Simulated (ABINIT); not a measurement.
# A GW chain in ABINIT: BP (F-43m), part 3 of 3

How does a plane-wave GW calculation on BP (F-43m) run from the first input to the gap?

ABINIT 10.8.3; PBE and many-body steps on it, plane waves. Known limits of the many-body steps: not at the basis limit.

So far. Step 4 (Empty states on the mesh, 6×6×6 mesh, 185 bands): On this mesh the gap is 1.347 eV. The earlier step found 1.280 eV, so this mesh misses an edge. Step 5 (Screening, 6×6×6 mesh, 177 bands, screening to 261.2 eV): Local fields lower ε∞ by 9 %.

**6. Self-energy, 6×6×6 mesh, 177 bands, screening to 261.2 eV**

The self-energy is evaluated for the states that the input lists, and the levels follow from it, in one-shot runs by the linearised quasiparticle equation.

This step: G0W0 on PBE, plane waves, norm-conserving pseudopotentials.

The input, run.abi:

```
acell 3*1.0 Angstrom
rprim 
  0.000000000000 2.269000000000 2.269000000000
  2.269000000000 0.000000000000 2.269000000000
  2.269000000000 2.269000000000 0.000000000000
ntypat 2
znucl 5 15
natom 2
typat 1 2
xred 
  0.000000000000 0.000000000000 0.000000000000
  0.250000000000 0.250000000000 0.250000000000
pp_dirpath "pseudos"
pseudos "B.upf, P.upf"
ecut 34
ngkpt 6 6 6
nshiftk 1
shiftk 0 0 0
kptopt 1
chksymbreak 0
istwfk *1
occopt 1
irdwfk 1
optdriver 4
nband 177
gwcalctyp 0
ecutsigx 34
symsigma 1
nkptgw 2
kptgw 
  0.0000000000 0.0000000000 0.0000000000
  0.5000000000 0.5000000000 0.0000000000
bdgw 
  2 7
  3 6
ecuteps 9.6
irdscr 1
ppmodel 1
indata_prefix "in"
outdata_prefix "out"
tmpdata_prefix "tmp"
```

Run with:

```console
$ OMP_NUM_THREADS=1 mpirun -n 4 abinit run.abi > log
```

Numbers of over 12 decimals in the logs are rounded to 6 here.

The program printed:

```text
.Version 10.8.3 of ABINIT. v10.8.2 released Aug 2026.

 Symmetries : space group F-4 3 m (#216); Bravais cF (face-center cubic)
[... echo of the input left out ...]
== DATASET  1 ==================================================================
-   mpi_nproc: 4, omp_nthreads: 1 (-1 if OMP is not activated)

--- !DatasetInfo
iteration_state: {dtset: 1, }
dimensions: {natom: 2, nkpt: 16, mband: 177, nsppol: 1, nspinor: 1, nspden: 1, mpw: 1524, }
cutoff_energies: {ecut:  34.0, pawecutdg:  -1.0, }
electrons: {nelect:   8.00000000E+00, charge:   0.00000000E+00, occopt:   1.00000000E+00, tsmear:   1.00000000E-02, }

 SIGMA: Calculation of the GW corrections

 Based on a program developped by R.W. Godby, V. Olevano, G. Onida, and L. Reining.
 Incorporated in ABINIT by V. Olevano, G.-M. Rignanese, and M. Torrent.
.Using double precision arithmetic ; gwpc =  8

[... cell and pseudopotentials left out ...]
--------------------------------------------------------------------------------

 ==== K-mesh for the wavefunctions ====
 Number of points in the irreducible wedge :    16
[... list of points left out ...]
 Together with 24 symmetry operations and time-reversal symmetry
 yields   216 points in the full Brillouin Zone.

 ==== Q-mesh for screening function ====
 Number of points in the irreducible wedge :    16
[... list of points left out ...]
 Together with 24 symmetry operations and time-reversal symmetry
 yields   216 points in the full Brillouin Zone.

 vcoul_init : cutoff-mode = AUXILIARY_FUNCTION
 q-points for optical limit:   1
     1)      0.000010    0.000020    0.000030
 setmesh: FFT mesh size selected  =    32x   32x   32
          total number of points  =        32768

 Number of electrons calculated from density =    8.0000; Expected =    8.0000
 average of density, n =  0.050741
 r_s =    1.6757
 omega_plasma =   21.7288 [eV]

 === KS Band Gaps ===
  >>>> For spin  1
   Minimum direct gap =   3.4068 [eV], located at k-point      :   0.0000  0.0000  0.0000
   Fundamental gap    =   1.3473 [eV], Top of valence bands at :   0.0000  0.0000  0.0000
                                       Bottom of conduction at :   0.5000  0.5000  0.0000
 SIGMA fundamental parameters:
 PLASMON POLE MODEL  1
 number of plane-waves for SigmaX                 1459
 number of plane-waves for SigmaC and W            229
 number of plane-waves for wavefunctions          1459
 number of bands                                   177
 number of independent spin polarizations            1
 number of spinorial components                      1
 number of k-points in IBZ                          16
 number of q-points in IBZ                          16
 number of symmetry operations                      24
 number of k-points in BZ                          216
 number of q-points in BZ                          216
 number of frequencies for dSigma/dE                 9
 frequency step for dSigma/dE [eV]                0.25
 number of omega for Sigma on real axis              0
 max omega for Sigma on real axis  [eV]           0.00
 zcut for avoiding poles [eV]                     0.10

 EPSILON^-1 parameters (SCR file):
 dimension of the eps^-1 matrix on file            229
 dimension of the eps^-1 matrix used               229
 number of plane-waves for wavefunctions          1459
 number of bands                                   177
 number of q-points in IBZ                          16
 number of frequencies                               2
 number of real frequencies                          1
 number of imag frequencies                          1

 matrix elements of self-energy operator (all in [eV])

 Perturbative Calculation

--- !SelfEnergy_ee
iteration_state: {dtset: 1, }
kpoint     : [   0.000,    0.000,    0.000, ]
spin       : 1
KS_gap     :    3.407
QP_gap     :    4.285
Delta_QP_KS:    0.878
data: !SigmaeeData |
     Band     E0 <VxcDFT>   SigX SigC(E0)      Z dSigC/dE  Sig(E)    E-E0       E
        2   7.266 -13.300 -15.048   0.889   0.791  -0.264 -13.980  -0.680   6.586
        3   7.266 -13.300 -15.048   0.889   0.791  -0.264 -13.980  -0.680   6.586
        4   7.266 -13.300 -15.048   0.889   0.791  -0.264 -13.980  -0.680   6.586
        5  10.672 -12.025  -7.238  -4.538   0.793  -0.261 -11.827   0.198  10.870
        6  10.672 -12.025  -7.238  -4.538   0.793  -0.261 -11.827   0.198  10.870
        7  10.672 -12.025  -7.238  -4.538   0.793  -0.261 -11.827   0.198  10.870

--- !SelfEnergy_ee
iteration_state: {dtset: 1, }
kpoint     : [   0.500,    0.500,    0.000, ]
spin       : 1
KS_gap     :    5.461
QP_gap     :    6.359
Delta_QP_KS:    0.898
data: !SigmaeeData |
     Band     E0 <VxcDFT>   SigX SigC(E0)      Z dSigC/dE  Sig(E)    E-E0       E
        3   3.152 -12.497 -15.992   2.393   0.773  -0.294 -13.348  -0.851   2.301
        4   3.152 -12.497 -15.992   2.393   0.773  -0.294 -13.348  -0.851   2.301
        5   8.613 -10.826  -6.523  -4.245   0.804  -0.243 -10.779   0.047   8.660
        6   8.933 -10.680  -6.271  -4.285   0.809  -0.236 -10.580   0.100   9.033

== END DATASET(S) ==============================================================
================================================================================

 -outvars: echo values of variables after computation  --------
           etotal      0.0000000000E+00
            nband         177
             nkpt          16
          spgroup         216
 [... the other variables as echoed above ...]

 Calculation completed.
```

It took 27 s on 4 MPI ranks of Intel Xeon 6975P-C (Granite Rapids), shared host; peak memory 1.3 GiB; 1.8 min of CPU time.

This step gave:

| Quantity | Value |
| --- | --- |
| G0W0 gap on the points computed | 2.074 eV |
| starting gap on the mesh | 1.347 eV |
| k of the valence top | 0, 0, 0 |
| k of the conduction bottom | 0.5, 0.5, 0 |
| Z at the valence top | 0.791 |
| Z at the conduction bottom | 0.804 |
| least direct G0W0 gap on the computed points | 4.284 eV |

The gap on the mesh goes from 1.35 eV to 2.07 eV, a correction of +0.73 eV. The start differs from the 1.28 eV found before because the two sample other k points.

Limits: finite bands, cutoff and mesh. v1 is the top filled band, c1 the lowest empty one. The levels before and after the correction (eV, zero at the valence-band top of each column):

```tsv
	conduction bottom	valence top
Kohn-Sham	1.35	0.00
G0W0	2.07	0.00
```

```tsv
	level	energy (eV)
Kohn-Sham	Γ v3-v1	0.000
Kohn-Sham	Γ c1-c3	3.407
Kohn-Sham	(0.5 0.5 0) v2-v1	-4.114
Kohn-Sham	(0.5 0.5 0) c1	1.347
Kohn-Sham	(0.5 0.5 0) c2	1.667
G0W0	Γ v3-v1	0.000
G0W0	Γ c1-c3	4.284
G0W0	(0.5 0.5 0) v2-v1	-4.285
G0W0	(0.5 0.5 0) c1	2.074
G0W0	(0.5 0.5 0) c2	2.447
```

**7. Where the time went**

Times are wall times on 4 MPI ranks of Intel Xeon 6975P-C (Granite Rapids), shared host, good to a factor of about two.

```tsv
step	time	share	memory (GiB)
ground state	3.3 s	3 %	0.29
bands along the symmetry lines	3.1 s	3 %	0.27
empty states on the mesh	7.7 s	8 %	0.6
screening	59 s	59 %	1.2
self-energy	27 s	27 %	1.3
```

**8. Results**

```
PBE gap                              : 1.26 eV, indirect
G0W0 gap on the mesh                 : 2.07 eV
G0W0 gap over the zone (rigid shift) : 1.99 eV
GW settings                          : 6×6×6 mesh, 177 bands, screening to 261.2 eV, Godby-Needs plasmon pole
known limits                         : not at the basis limit
```

**Reading.** G0W0 moves the gap on the mesh from 1.35 eV to 2.07 eV (+0.73 eV), with Z of 0.79 and 0.80 at the edges. The mesh misses the band edges by 0.09 eV in all; a rigid shift gives 1.99 eV for the zone. Local fields lower the RPA ε∞ on this mesh from 10.65 to 9.74. Only 2 of the mesh's irreducible points were corrected, so a valley elsewhere could overtake. The dearest step here is «screening». Bands and cutoff are finite, so the gap is not at the basis limit. The miss can reach some tenths of an eV and take either sign; the mesh is an error of its own. In the G0W0 run levels were corrected at 2 k points alone, so a gap called «on the mesh» is the least over those, and an edge elsewhere would be missed. A denser mesh or path gives a starting gap of 1.26 eV: the GW mesh misses a band edge, so its gaps are not the fundamental one.

[Paths, hosts, dates, memory and timing lines, banners, echoed tables and standing remarks are left out of the program output.]

[Logs are printed without paths, hosts, clocks, repeated set-up lines and the standing remarks that a program may print on its own settings, such as how far it seeks lower states.]

[Runs of the session that timed out or met a known fault of the program may be left out.]

[Hosts, paths, dates, database ids (printed as entryN), source tags and the programs' standing remarks are cut or masked in the printed files.]

[G0W0 gaps are taken among the corrected bands and points alone; a level outside them can change the order at an edge.]

[Where Ansatz stands beside ABINIT at settings called matched, ABINIT's density can come from a denser mesh and the files from another edition; pairs whose starting gaps differed by over 0.03 eV were left out, so agreement reads better than it is.]
